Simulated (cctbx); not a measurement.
**TbTiPd2 across an absorption edge**

Space group Pnma (no. 62), a = 7.3830 Å, b = 7.1290 Å, c = 5.5440 Å, α = 90.00°, β = 90.00°, γ = 90.00°.

```
atom  mult.       x       y       z  Ueq (Å²)
 Tb1      4  0.0173     1/4  0.8494    0.0042
 Pd1      8  0.8138  0.5589  0.5908    0.0052
 Ti1      4  0.3770     1/4  0.1411    0.0063
```

This is a model crystal, built by substitution and not relaxed, with assumed displacement parameters.

Calculated with cctbx: free-atom f′ and f″ from the Sasaki tables, no fine structure; amplitudes in electrons.

| E (eV) | F 0 0 2 | F 0 2 0 | F 1 0 1 | F 1 1 1 |
| --- | --- | --- | --- | --- |
| 4366 | 49.6 | 56.1 | 11.7 | 49.2 |
| 4716 | 51.9 | 46.4 | 11.9 | 51.5 |
| 4846 | 52.9 | 41.9 | 11.3 | 53.0 |
| 4906 | 53.7 | 38.6 | 10.5 | 54.3 |
| 4936 | 54.3 | 35.7 | 9.7 | 55.6 |
| 4951 | 54.9 | 33.3 | 8.9 | 56.8 |
| 4958 | 55.4 | 31.3 | 8.3 | 57.9 |
| 4962 | 55.9 | 29.3 | 7.8 | 59.0 |
| 4970 | 55.3 | 19.8 | 13.8 | 58.3 |
| 4974 | 54.6 | 23.1 | 14.1 | 56.7 |
| 4981 | 54.1 | 26.0 | 14.6 | 55.4 |
| 4996 | 53.6 | 28.8 | 15.1 | 54.1 |
| 5026 | 53.0 | 31.8 | 15.8 | 52.7 |
| 5116 | 52.5 | 35.2 | 17.0 | 51.0 |
| 5366 | 52.4 | 37.2 | 18.7 | 49.4 |

**Question.** Which edge is crossed, and why do the reflections move as they do?

The K edge of Ti. The edge is at 4966 eV. f′ of Ti falls from -3.5 e at 4846 eV to -7.1 e at 4 eV below it, and f″ steps from 0.44 to 4.00 e across it. Over that approach |F| changes by +6 % (0 0 2), -30 % (0 2 0), -31 % (1 0 1) and +11 % (1 1 1): a reflection falls where Ti scatters in phase with the total and rises where it scatters against it; it hardly moves where the Ti term is small or cancels by symmetry. Above the edge the larger f″ enters the imaginary part, where it can add to or cancel the other atoms' f″. The structure is centrosymmetric, so Friedel mates stay equal.

[Logs are printed without paths, hosts, clocks, repeated set-up lines and the standing remarks that a program may print on its own settings, such as how far it seeks lower states.]
